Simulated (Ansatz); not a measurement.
## NaMgI3 (built on the sites of a database entry of CsMgF3): a soft mode frozen in

Wanted: the energy along a soft mode of NaMgI3 (built on the sites of a database entry of CsMgF3) and the structure at the end.

Main program and level: Ansatz 0.2.0; DFT r2SCAN, scalar-relativistic, plane waves, PAW.

The structure was built from a prototype and need not be the compound's stable phase.

## 1. Starting point

Symmetry: Pm-3m, No. 221, cubic system. Conventional cell: a = 5.788 Å, b = 5.788 Å, c = 5.788 Å, α = 90.00°, β = 90.00°, γ = 90.00°. Nearest to Na lie 12 I at 4.09 Å. Nearest to Mg lie 6 I at 2.89 Å. I has 2 Mg at 2.89 Å nearest. Farther neighbours and most contacts between anions are not listed.

## 2. The dispersion

The cell comes from relaxations at this level that are not shown. Stability and thermal properties need the whole zone. Linear response on a 2×2×2 q mesh gives force constants as far as a supercell of that size would, and the tensors from the zone-centre run are typed in so that the long-range dipole term is interpolated apart.

input.yaml

```yaml
crystal:
  lattice:
    - [5.7884207145, 0.0, 0.0]
    - [0.0, 5.7884207145, 0.0]
    - [0.0, 0.0, 5.7884207145]
  atoms:
    - { symbol: Na, position: [0.0, 0.0, 0.0] }
    - { symbol: Mg, position: [0.5, 0.5, 0.5] }
    - { symbol: I, position: [0.0, 0.5, 0.5] }
    - { symbol: I, position: [0.5, 0.0, 0.5] }
    - { symbol: I, position: [0.5, 0.5, 0.0] }
kpoints:
  mp_grid: { grid: [4, 4, 4] }
hamiltonian:
  xc: r2scan
scf:
  occupations: { method: fixed }
output:
  eigenvalues: true
phonons:
  method: dfpt
  qmesh: [2, 2, 2]
  temperatures: { t_max: 1000, t_step: 50 }
  qpath:
    path:
      - [[0.0, 0.0, 0.0], [0.0, 0.5, 0.0], [0.5, 0.5, 0.0], [0.0, 0.0, 0.0], [0.5, 0.5, 0.5], [0.0, 0.5, 0.0]]
      - [[0.5, 0.5, 0.5], [0.5, 0.5, 0.0]]
    npoints: 10
  non_analytic_term:
    high_frequency_dielectric_tensor: [[3.5178, 0.0, 0.0], [0.0, 3.5178, 0.0], [0.0, 0.0, 3.5178]]
    born_effective_charges:
      - { species: Na, tensor: [[1.4138, 0.0, 0.0], [0.0, 1.4138, 0.0], [0.0, 0.0, 1.4138]] }
      - { species: Mg, tensor: [[2.6335, 0.0, 0.0], [0.0, 2.6335, 0.0], [0.0, 0.0, 2.6335]] }
      - { species: I, tensor: [[-2.3493, 0.0, 0.0], [0.0, -0.849, 0.0], [0.0, 0.0, -0.849]] }
      - { species: I, tensor: [[-0.849, 0.0, 0.0], [0.0, -2.3493, 0.0], [0.0, 0.0, -0.849]] }
      - { species: I, tensor: [[-0.849, 0.0, 0.0], [0.0, -0.849, 0.0], [0.0, 0.0, -2.3493]] }
    source: "zone-centre run at this cell"
```

Launch:

```console
$ ansatz run input.yaml --threads 8 --pin off --max-ram 14336MiB --backend cpu --events-out ev --progress --plain --runs-dir out
```

Numbers of over 12 decimals in the logs are rounded to 6 here.

Output:

```text
Engine: ansatz 0.2.0, aarch64-unknown-linux-gnu
Pseudopotentials: kind: paw
Pseudopotential: Na, paw, valence charge 9, recommended cutoff 500 eV (meta_gga), Na.paw.azcp
Pseudopotential: Mg, paw, valence charge 10, recommended cutoff 500 eV (meta_gga), Mg.paw.azcp
Pseudopotential: I, paw, valence charge 17, recommended cutoff 500 eV (meta_gga), I.paw.azcp
Functional definition: r2SCAN
  parameter k0 = 0.174
  parameter k1 = 0.065
  parameter a1 = 4.9479
  exchange = r2scan_x(k0 = k0, k1 = k1, a1 = a1)
  correlation = r2scan_c
Crystal: 5 atoms, lattice volume = 193.946 Å³
Basis set: ecut = 500 eV, 4945 PW (Γ), exchange–correlation on 360×360×360 points (512 copies of the dense FFT grid, shifted against one another)
Bands: 42, of which v1, the nominal top of the filled ones, is band 35 counted from 1 (34 counted from 0)
Symmetry: 48 space group operations
k-points: 30 of 64 (irreducible under 2 space group operations, time reversal used)
Non-local potential: Na, projectors of the file, l = 0: 3, l = 1: 2, l = 2: 1
Non-local potential: Mg, projectors of the file, l = 0: 3, l = 1: 2, l = 2: 1
Non-local potential: I, projectors of the file, l = 0: 2, l = 1: 2, l = 2: 2, l = 3: 2
PAW form: soft (Blöchl's): semilocal exchange-correlation on the pseudo side does not see the compensation charge
PAW frozen core: Na, regenerated for the run's functional (the file was generated under x = pbe(κ = 0.804, μ = 0.219515), c = pbe(β = 0.066725))
PAW frozen core: Mg, regenerated for the run's functional (the file was generated under x = pbe(κ = 0.804, μ = 0.219515), c = pbe(β = 0.066725))
PAW frozen core: I, regenerated for the run's functional (the file was generated under x = pbe(κ = 0.804, μ = 0.219515), c = pbe(β = 0.066725))
PAW one-centre angular grid: Na, 302 points (default); XC on 339 of its mesh's 2595 points in the sphere
PAW one-centre angular grid: Mg, 302 points (default); XC on 224 Gauss nodes
PAW one-centre angular grid: I, 590 points (default); XC on 160 Gauss nodes
Initial density: superposition of atomic densities (neutral atoms: chi_scale 0, normalization atom), corrected by the library's trained network
Initial wavefunctions: pseudopotential atomic-orbital guess
Functional: x = r2scan, c = r2scan; τ floored in thin density (d = 2e-4 eV/Å³)
SCF iter   1: F=—  HF=-26004.620491 eV  |F-HF|=—  |Δ(HF+E_count)|=         —  Δρ=4.33e-3  dr2=2.25e-2  dr2_τ=2.33e-3  ethr=1.77e-3  ⟨swp⟩=5.9  Hψ=4279  notcnv=0  defer=136
preconditioner: auto → Resta (q_TF=auto, 2.302 Å⁻¹)  ε∞=2.7  [insulator: Δε(μ)=1.806 eV  Ē_g=10.062 eV  n_scr=32 (ndim 8)  ℏωp=13.1 eV  f_vac=0.213  ε∞_Penn≈2.7]
SCF iter   2: F=—  HF=-26004.651723 eV  |F-HF|=—  |Δ(HF+E_count)|=   3.12e-2  Δρ=1.66e-3  dr2=5.45e-3  dr2_τ=2.95e-4  ethr=3.21e-5  ⟨swp⟩=3.0  Hψ=2697  notcnv=0  defer=142
SCF iter   3: F=—  HF=-26004.651829 eV  |F-HF|=—  |Δ(HF+E_count)|=   1.06e-4  Δρ=4.74e-4  dr2=6.96e-4  dr2_τ=1.45e-5  ethr=7.79e-6  ⟨swp⟩=3.0  Hψ=2688  notcnv=0  defer=144
SCF iter   4: F=—  HF=-26004.651857 eV  |F-HF|=—  |Δ(HF+E_count)|=   2.85e-5  Δρ=7.90e-5  dr2=8.65e-6  dr2_τ=1.43e-7  ethr=9.94e-7  ⟨swp⟩=2.4  Hψ=1626  notcnv=0  defer=142
SCF iter   5: F=—  HF=-26004.651856 eV  |F-HF|=—  |Δ(HF+E_count)|=   9.46e-7  Δρ=1.84e-5  dr2=6.18e-7  dr2_τ=3.44e-8  ethr=1.24e-8  ⟨swp⟩=2.7  Hψ=2285  notcnv=0  defer=138
SCF iter   6: F=—  HF=-26004.651831 eV  |F-HF|=—  |Δ(HF+E_count)|=   2.49e-5  Δρ=3.64e-6  dr2=3.74e-8  dr2_τ=1.89e-9  ethr=8.83e-10  ⟨swp⟩=2.0  Hψ=2253  notcnv=0  defer=137
SCF iter   7: F=—  HF=-26004.651831 eV  |F-HF|=—  |Δ(HF+E_count)|=   1.87e-8  Δρ=8.58e-7  dr2=3.63e-9  dr2_τ=8.09e-11  ethr=5.35e-11  ⟨swp⟩=2.0  Hψ=2099  notcnv=0  defer=137
SCF iter   8: F=—  HF=-26004.651831 eV  |F-HF|=—  |Δ(HF+E_count)|=   1.16e-9  Δρ=2.22e-7  dr2=9.12e-11  dr2_τ=2.32e-12  ethr=5.19e-12  ⟨swp⟩=2.0  Hψ=2216  notcnv=0  defer=137
SCF iter   9: F=-26004.651831 eV  HF=-26004.651831 eV  |F-HF|=1.46e-11  |Δ(HF+E_count)|=  2.91e-11  Δρ=6.21e-8  dr2=9.78e-12  dr2_τ=1.37e-13  ethr=1.00e-12  ⟨swp⟩=17.4  Hψ=8591  notcnv=0
SCF 1 converged in 9 iterations: F = -26004.651831 eV  dr2 = 9.78e-12
  greatest PAW one-centre occupation: 1.000 electrons in one spin orbital (limit 2), on the Na atom at site 0 (counted from 0), in its partial waves of l = 0
DFPT response loops at Γ: preconditioner auto → none (the input reference at scf.mixing.eps_inf says where Resta's filter doesn't serve); β = 0.50; Broyden in place of MSR1
NSCF: frozen V_eff on 10 k-points
NSCF: frozen V_eff on 54 k-points
DFPT response loops at q = (0, 0, -0.5) (fractional): mixed as the last ones told, above
NSCF: frozen V_eff on 54 k-points
DFPT response loops at q = (0, -0.5, -0.5) (fractional): mixed as the last ones told, above
NSCF: frozen V_eff on 54 k-points
DFPT response loops at q = (-0.5, -0.5, -0.5) (fractional): mixed as the last ones told, above
SCF converged after 9 iterations
Free energy (F): -26004.651831 eV
Harris-Foulkes:  -26004.651831 eV  (|F-HF|=1.46e-11)
Internal energy: -26004.651831 eV  (E = F + TS)
E sigma→0 (E₀):  -26004.651831 eV
Fermi energy:    3.358528 eV
--- Per-component energies (eV) ---
  E_band       = -1887.158243
  E_kinetic    = 762.277737
  E_local      = -9829.873352  (includes V_loc(G=0)·N_el)
  E_nonlocal   = -59.042954
  E_hartree    = 4552.664262
  E_xc         = -426.300009
  E_vxc        = -513.733887  (∫ρ·V_xc dr)
  E_paw        = -15083.239369  (= ΣΔE_a)
  E_vpaw       = -1384.750795  (= ΣTr[D̂ρ^β])
  E_aug_tail   = -0.000092  (compensation charges beyond the density's cutoff)
  E_vtau       = 32.636864  (kinetic-family band-sum trace: ∫τ·v_τ [+ j·A + Jᵃ·Aᵃ] dr)
  E_ewald      = -5921.304738
  E_core_change = 0.166684  (= ΣΔE_core)
  E_smearing   = -0.000000  (= −TS)
  E_closure    = 0.000000  (closes the sum)
  Σ components = -26004.651831   (vs F -26004.651831, Δ=0.00e0)
--- Band table (eV; the first three rows and the last of 30) ---
  k-point 0: bands = [... 31 lower, 2.4704, 2.7895, 2.7895, 2.7895, 5.1810, 6.4972, 9.2830, 9.2830, ... 3 higher]
  k-point 1: bands = [... 31 lower, 2.2680, 2.3526, 2.6984, 2.6984, 5.9637, 7.2605, 9.2427, 9.4577, ... 3 higher]
  k-point 2: bands = [... 31 lower, 1.9767, 2.2429, 2.6801, 2.6801, 7.3337, 7.8168, 8.5482, 9.6993, ... 3 higher]
  k-point 29: bands = [... 31 lower, 2.2746, 3.3585, 3.3585, 3.3585, 6.5699, 8.4683, 8.4683, 8.4683, ... 3 higher]
--- Phonons (Γ-DFPT): 4 representative perturbations + reference, on 30 of 64 k-points (Σ response iterations 29) ---
  k mesh reduced under 2 symmetry operations, with k and −k counted as one. Each operation leaves every solved perturbation unchanged. A smaller set is not considered because the functional reads the kinetic-energy density
  ASR residual: 8.390e-5 → 0.000e0 eV/Å²; symmetrization residual: 7.705e-6 eV/Å²
  ASR residual per site (eV/Å²): 7.00e-5 8.39e-5 4.68e-5 4.68e-5 4.68e-5
  Γ frequencies (cm⁻¹): -76.25 -76.25 -76.25 0.00 0.00 0.00 17.48 17.48 17.48 61.46 61.46 61.46 162.66 162.66 162.66
--- Phonons (arbitrary-q DFPT): 4 irreducible q on the 2×2×2 mesh ---
  q = [0.0000, 0.0000, 0.0000] (star 1, of the zone-centre solve; hermiticity 3.35e-6, symmetrization 6.32e-8): -76.25 -76.25 -76.25 -0.00 0.00 0.00 17.48 17.48 17.48 61.46 61.46 61.46 162.66 162.66 162.66
  q = [0.0000, 0.0000, -0.5000] (star 3, 9 solved perturbations in 216 linear systems a pass and spin channel, the states on 27 of 64 k-point pairs; hermiticity 7.52e-6, symmetrization 2.19e-11): -71.49 -71.49 9.21 9.21 20.59 37.17 37.68 37.68 44.12 65.73 65.73 121.25 162.37 162.37 209.34
  q = [0.0000, -0.5000, -0.5000] (star 3, 9 solved perturbations in 216 linear systems a pass and spin channel, the states on 27 of 64 k-point pairs; hermiticity 9.70e-6, symmetrization 3.30e-12): -66.60 -66.60 -64.75 -48.10 32.07 32.07 45.20 45.20 61.78 72.72 73.24 128.40 162.26 218.45 218.45
  q = [-0.5000, -0.5000, -0.5000] (star 1, 4 solved perturbations in 81 linear systems a pass and spin channel, the states on 27 of 64 k-point pairs; hermiticity 2.93e-6, symmetrization 3.64e-11): -73.76 -73.76 -73.76 -48.11 -48.11 -48.11 64.94 64.94 64.94 71.36 71.36 138.60 225.23 225.23 225.23
  sum rule: each row above includes the acoustic sum rule's correction from the zone centre's row sums; it moved no ω² by more than (0.97 cm⁻¹)²
  mesh force constants: q→R imaginary residual 3.55e-18; ASR residual 8.390e-5 → 0.000e0 eV/Å²; symmetrization residual 1.776e-15 eV/Å²
  interpolated dispersion: 63 rows × 15 modes
  density of states and harmonic sums: on the 12×12×12 q-mesh, interpolated from the force constants of a 2×2×2 supercell (with the dipole–dipole term of supplied tensors)
  largest difference from the sums on the solved wave vectors: F 3.17e-1 eV, S 3.98e-4 and C_V 8.94e-5 eV/K
  zero-point energy: 0.062814 eV/cell   skipped modes (ω ≤ 0): 388, of them read as no rigid motion or as one in doubt: 385 (4.693e0 modes/cell left out, lowest -76.25 cm⁻¹)   left out of the sums: 3.13e-1 of the cell's modes: C_V's classical limit lies that fraction below 3 k_B per atom; for a crystal, a wire or a layer, F and S can be off by more, and a phonons.interpolated_qmesh denser along its periods is the remedy for the sampling
```

It took 7.7 min on 8 threads of Arm Neoverse V2, shared host; peak memory 13 GiB; 59 min of CPU time.

This step gave:

* gap on the k-mesh: 1.822 eV
* volume per atom: 38.79 Å³
* sum-rule residual before enforcement: 8.39e-5 eV/Å²
* lowest frequency on the path: -76.25 cm⁻¹
* point group: m-3m
* highest frequency on the path or at a solved wavevector: 227.7 cm⁻¹
* highest optical mode at the zone centre (no LO-TO term): 162.7 cm⁻¹
* lowest optical zone-centre mode: -76.25 cm⁻¹
* lowest mode on the q mesh (acoustic modes at Γ apart): -76.25 cm⁻¹

Frequencies (cm⁻¹) solved at each irreducible wavevector; negative means imaginary. Frequencies by wavevector, by row:

```csv
q in reciprocal lattice units,star,mode 1,mode 2,mode 3,mode 4,mode 13,mode 14,mode 15
0 0 0,1,-76.2,-76.2,-76.2,0,162.7,162.7,162.7
0 0 -0.5,3,-71.5,-71.5,9.2,9.2,162.4,162.4,209.3
0 -0.5 -0.5,3,-66.6,-66.6,-64.8,-48.1,162.3,218.4,218.4
-0.5 -0.5 -0.5,1,-73.8,-73.8,-73.8,-48.1,225.2,225.2,225.2
```

Interpolated from a 2×2×2 q mesh, with the LO-TO term (at Γ the limit along the path; where Γ stands inside the path, tables give the limit on arrival). Phonon branches along the path, in cm⁻¹:

```csv
point,branch 1,branch 2,branch 3,branch 4,branch 12,branch 13,branch 14,branch 15
Γ,-76,-76,-44,0,73,163,163,228
halfway,-74,-74,-2,12,93,162,162,220
X,-72,-72,9,9,121,162,162,209
halfway,-70,-68,-48,-34,117,162,194,213
M,-67,-67,-65,-48,128,162,218,218
halfway,-71,-69,-47,-26,102,162,177,218
Γ,-76,-76,-44,0,73,163,163,228
halfway,-69,-69,-55,-29,110,182,182,216
R,-74,-74,-74,-48,139,225,225,225
halfway,-70,-68,-59,-37,122,187,200,217
X,-72,-72,9,9,121,162,162,209
jump to R,-74,-74,-74,-48,139,225,225,225
halfway,-70,-70,-69,-48,131,195,222,222
M,-67,-67,-65,-48,128,162,218,218
```

Symmetry leaves 4 wavevectors to solve. The lowest mode among them, the acoustic zeros apart, lies at Γ and is imaginary, 76.2i cm⁻¹, so the energy falls along it.

## 3. The mode frozen in, largest atomic shift 0 Å

The mode followed lies at Γ with frequency 76.2i cm⁻¹ and is 3-fold degenerate, the softest among the wavevectors solved. At small amplitude the distorted cell has space group no. 38 by a symmetry search on the positions. The undistorted cell that holds it gives the zero of energy on the same k mesh.

input.yaml, the sections that differ from step 2:

```yaml
scf:
  occupations: { method: gaussian, width: 0.02 }
output:
  forces: true
  stress: true
  eigenvalues: true
# crystal, kpoints, hamiltonian: as in step 2
# phonons: removed
```

Output:

```text
[...]
Crystal: 5 atoms, lattice volume = 193.946 Å³
Basis set: ecut = 500 eV, 4945 PW (Γ), exchange–correlation on 180×180×180 points (64 copies of the dense FFT grid, shifted against one another)
Bands: 42, of which v1, the nominal top of the filled ones, is band 35 counted from 1 (34 counted from 0)
Symmetry: 48 space group operations
[...]
k-points: 10 of 64
[...]
k-point 0: bands = [... 31 lower, 2.4704, 2.7895, 2.7895, 2.7895, 5.1810, 6.4972, 9.2830, 9.2830, ... 2 higher]
  k-point 1: bands = [... 31 lower, 2.2680, 2.3526, 2.6984, 2.6984, 5.9637, 7.2605, 9.2427, 9.4577, ... 2 higher]
  k-point 2: bands = [... 31 lower, 1.9767, 2.2429, 2.6801, 2.6801, 7.3337, 7.8168, 8.5482, 9.6993, ... 2 higher]
  k-point 9: bands = [... 31 lower, 2.2747, 3.3586, 3.3586, 3.3586, 6.5699, 8.4683, 8.4683, 8.4683, ... 2 higher]
[key lines of the parts left out:]
SCF converged after 6 iterations
Free energy (F): -26004.651775 eV
Fermi energy:    4.269914 eV
P = ⅓ Tr σ = 0.0011 GPa (0.011 kbar)
```

Run time: 1.8 s. Hardware: 8 threads; peak memory 1.1 GiB.

Numbers from this step:

* pressure: 0.001148 GPa
* energy from the undistorted cell: 0 meV/atom

At this level the gap is 1.82 eV on the k-mesh of the self-consistent run, which can miss the band edges.

## 4. The mode frozen in, largest atomic shift 0.6 Å

The atoms are moved along the unstable eigenvector, the largest shift by 0.6 Å, with the cell fixed.

input.yaml, the sections that differ from step 3:

```yaml
crystal:
  lattice:
    - [5.7884207145, 0.0, 0.0]
    - [0.0, 5.7884207145, 0.0]
    - [0.0, 0.0, 5.7884207145]
  atoms:
    - { symbol: Na, position: [0.0, -0.0732953062, -0.0732953062] }
    - { symbol: Mg, position: [0.5, 0.4977756392, 0.4977756392] }
    - { symbol: I, position: [0.0, 0.5063799857, 0.5063799857] }
    - { symbol: I, position: [0.5, 0.0009440792, 0.5063799857] }
    - { symbol: I, position: [0.5, 0.5063799857, 0.0009440792] }
# kpoints, hamiltonian, scf, output: as in step 3
```

Output:

```text
[...]
Crystal: 5 atoms, lattice volume = 193.946 Å³
Basis set: ecut = 500 eV, 4945 PW (Γ), exchange–correlation on 180×180×180 points (64 copies of the dense FFT grid, shifted against one another)
Bands: 42, of which v1, the nominal top of the filled ones, is band 35 counted from 1 (34 counted from 0)
Symmetry: 4 space group operations
[...]
k-point 0: bands = [... 31 lower, 2.4313, 2.7302, 2.7402, 2.7582, 5.1558, 6.5928, 9.1745, 9.2632, ... 2 higher]
  k-point 1: bands = [... 31 lower, 2.2389, 2.3068, 2.6225, 2.6488, 5.9562, 7.3225, 9.2202, 9.3887, ... 2 higher]
  k-point 2: bands = [... 31 lower, 1.9703, 2.1893, 2.5923, 2.6300, 7.3010, 7.9021, 8.5632, 9.6149, ... 2 higher]
  k-point 20: bands = [... 31 lower, 2.2409, 3.2617, 3.3084, 3.3404, 6.7024, 8.3980, 8.4128, 8.4483, ... 2 higher]
[key lines of the parts left out:]
SCF converged after 6 iterations
Free energy (F): -26004.733631 eV
Fermi energy:    4.248062 eV
P = ⅓ Tr σ = 0.1328 GPa (1.328 kbar)
```

Run time: 4.3 s. Hardware: 8 threads; peak memory 1 GiB; 32 s of CPU time.

Numbers from this step:

* pressure: 0.1328 GPa
* gap on the k-mesh: 1.815 eV
* energy from the undistorted cell: -16.37 meV/atom

The energy, extrapolated to zero smearing, is -16.37 meV/atom against the undistorted cell.

The run ends at a pressure of 0.13 GPa, with forces up to 0.20 eV/Å.

## 5. Energy along the mode, all amplitudes (two of the runs are shown above)

An imaginary frequency means negative curvature, so the energy should fall and then rise again as anharmonic terms take over.

This step gave:

```
depth at the lowest point sampled  : 16.37 meV/atom
largest atomic shift at that point : 0.6 Å
```

The energy from the parent by largest atomic shift:

```csv
largest atomic shift (Å),energy from the parent (meV/atom)
0.000,0
0.040,-0.085
0.080,-0.341
0.140,-1.04
0.220,-2.53
0.320,-5.25
0.450,-9.94
0.600,-16.4
```

Displacement at unit largest shift by atom:

```csv
atom,x (Å),y (Å),z (Å),size
Na1,0.000,-0.707,-0.707,1.000
Mg2,0.000,-0.021,-0.021,0.030
I3,0.000,0.062,0.062,0.088
I4,0.000,0.009,0.062,0.063
I5,0.000,0.062,0.009,0.063
```

The lowest of the steps tried is the last one, at 0.6 Å, 16.4 meV/atom below the parent; the bottom of the well need not coincide with a step.

[end of part 1 of 3]

[Logs are printed without paths, hosts, clocks, repeated set-up lines and the standing remarks that a program may print on its own settings, such as how far it seeks lower states.]

[Hosts, paths, dates, database ids (printed as entryN), source tags and the programs' standing remarks are cut or masked in the printed files.]
